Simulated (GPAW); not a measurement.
Consider BaTiO3 (Barioperovskite, Amm2).

```xyz
5
Lattice="3.9855 0.0000 0.0000 0.0000 2.8369 2.8451 0.0000 -2.8369 2.8451" Properties=species:S:1:pos:R:3 pbc="T T T"
Ba    0.0000    0.0000    0.0000
Ti    1.9928    0.0000    2.9157
O     1.9928    1.3804    4.2594
O     1.9928   -1.3804    4.2594
O     0.0000    0.0000    2.7735
```

Absorber: atom 3, with 1 Ti at 1.93 Å and 1 Ti at 2.09 Å (linear, site symmetry m). Method: GPAW, LDA + U (Ti 4 eV), full core hole (charged cell), 10-atom cell with 5.7 Å between holes, 6×6×6 k points, dipole transitions, Gaussian full width 0.9 eV up to 4 eV, rising linearly to 3.5 eV at 25 eV.

Q: Predict the near-edge structure at the O K edge.

Main maxima up to 24 eV above the zero (height): 1.3 eV (1.30), 4.7 eV (1.75) and 11.5 eV (1.64). A K edge sees empty p states; the first features are O p mixed into the empty d states of the Ti neighbours, and the broad ones above probably into the cations' higher empty bands. The total-energy difference plus the lowest empty eigenvalue puts the zero at 533.76 eV. One term is added: -8.83 eV, since the hole is spin-paired here and a spin-polarised one costs that much less in the free atom (computed apart). The photon energy is then 524.93 eV. The functional and the charged cell's background leave an error in such absolute values: in the free atom LDA prices this hole 4.1 eV below PBE (computed apart), and PBE is itself good to a few eV.

The O K spectrum (energy from the lowest empty level; intensity scaled to a mean of 1 over the first 20 eV; polarised curves are means over the symmetry-equivalent atoms):

| E (eV) | isotropic | ε ∥ x | ε ∥ y | ε ∥ z |
| --- | --- | --- | --- | --- |
| -2.0 | 0.00 | 0.00 | 0.00 | 0.00 |
| -1.4 | 0.00 | 0.00 | 0.00 | 0.00 |
| -0.8 | 0.00 | 0.00 | 0.00 | 0.00 |
| -0.2 | 0.05 | 0.06 | 0.03 | 0.04 |
| 0.4 | 0.38 | 0.56 | 0.28 | 0.31 |
| 1.0 | 1.15 | 1.70 | 0.86 | 0.89 |
| 1.6 | 1.19 | 1.60 | 1.00 | 0.97 |
| 2.2 | 0.92 | 0.62 | 1.10 | 1.02 |
| 2.8 | 0.81 | 0.10 | 1.20 | 1.13 |
| 3.4 | 0.78 | 0.13 | 1.10 | 1.10 |
| 4.0 | 1.27 | 0.44 | 1.67 | 1.69 |
| 4.6 | 1.73 | 1.14 | 2.02 | 2.04 |
| 5.2 | 1.61 | 1.71 | 1.53 | 1.58 |
| 5.8 | 1.52 | 1.92 | 1.32 | 1.34 |
| 6.4 | 1.45 | 1.80 | 1.26 | 1.27 |
| 7.0 | 0.99 | 1.23 | 0.87 | 0.87 |
| 7.6 | 0.50 | 0.63 | 0.44 | 0.44 |
| 8.2 | 0.29 | 0.36 | 0.25 | 0.25 |
| 8.8 | 0.34 | 0.39 | 0.31 | 0.32 |
| 9.4 | 0.56 | 0.57 | 0.56 | 0.57 |
| 10.0 | 0.93 | 0.79 | 1.00 | 1.01 |
| 10.6 | 1.34 | 0.98 | 1.52 | 1.52 |
| 11.2 | 1.60 | 1.09 | 1.85 | 1.86 |
| 11.8 | 1.62 | 1.13 | 1.85 | 1.88 |
| 12.4 | 1.46 | 1.15 | 1.58 | 1.64 |
| 13.0 | 1.29 | 1.17 | 1.33 | 1.37 |
| 13.6 | 1.21 | 1.18 | 1.22 | 1.24 |
| 14.2 | 1.17 | 1.16 | 1.18 | 1.17 |
| 14.8 | 1.08 | 1.11 | 1.08 | 1.06 |
| 15.4 | 0.96 | 1.04 | 0.94 | 0.90 |
| 16.0 | 0.85 | 0.97 | 0.81 | 0.78 |
| 16.6 | 0.81 | 0.94 | 0.75 | 0.73 |
| 17.2 | 0.79 | 0.95 | 0.72 | 0.71 |
| 17.8 | 0.76 | 0.93 | 0.68 | 0.67 |
| 18.4 | 0.69 | 0.86 | 0.61 | 0.60 |
| 19.0 | 0.58 | 0.74 | 0.51 | 0.50 |
| 19.6 | 0.48 | 0.61 | 0.43 | 0.42 |
| 20.2 | 0.42 | 0.51 | 0.38 | 0.37 |
| 20.8 | 0.41 | 0.47 | 0.38 | 0.37 |
| 21.4 | 0.42 | 0.47 | 0.40 | 0.39 |
| 22.0 | 0.44 | 0.48 | 0.42 | 0.41 |
| 22.6 | 0.45 | 0.48 | 0.44 | 0.43 |
| 23.2 | 0.46 | 0.47 | 0.47 | 0.45 |
| 23.8 | 0.48 | 0.47 | 0.49 | 0.48 |
| 24.4 | 0.50 | 0.48 | 0.52 | 0.51 |
| 25.0 | 0.54 | 0.51 | 0.56 | 0.54 |
| 25.6 | 0.58 | 0.56 | 0.60 | 0.58 |
| 26.2 | 0.63 | 0.63 | 0.65 | 0.62 |
| 26.8 | 0.70 | 0.72 | 0.69 | 0.67 |
| 27.4 | 0.77 | 0.83 | 0.75 | 0.73 |
| 28.0 | 0.84 | 0.94 | 0.80 | 0.79 |
| 28.6 | 0.92 | 1.04 | 0.86 | 0.85 |
| 29.2 | 0.98 | 1.12 | 0.92 | 0.92 |
| 29.8 | 1.04 | 1.18 | 0.97 | 0.99 |
| 30.4 | 1.09 | 1.20 | 1.02 | 1.06 |
| 31.0 | 1.13 | 1.18 | 1.08 | 1.12 |
| 31.6 | 1.14 | 1.12 | 1.13 | 1.19 |

The crystal has 2 inequivalent O sites and not all are shown here, while a measurement adds them all. The holes are only 5.7 Å apart, so the shape is probably not converged with cell size; no larger cell was run here. The mesh is coarse (0.26 Å⁻¹ between points), so small maxima may be mesh ripples. Lifetime broadening is put in by hand, and intensities beyond about 20 eV depend on it and on the partial waves; weight that the partial waves miss at high energy is lost. The structure is a published determination, not relaxed.

[Banner, clock and machine lines of the logs are left out without a mark of their own.]

[Logs are printed without paths, hosts, clocks, repeated set-up lines and the standing remarks that a program may print on its own settings, such as how far it seeks lower states.]

[Hosts, paths, dates, database ids (printed as entryN), source tags and the programs' standing remarks are cut or masked in the printed files.]

[Lists of maxima count a maximum above −3 eV only where it reaches 4 % of the highest in the window and stands out from its surroundings by 2 % of it (1.5 % where it reaches 55 %); shoulders and weaker maxima are passed over, and of the rest the first, up to two pre-edge ones and the few strongest are named.]
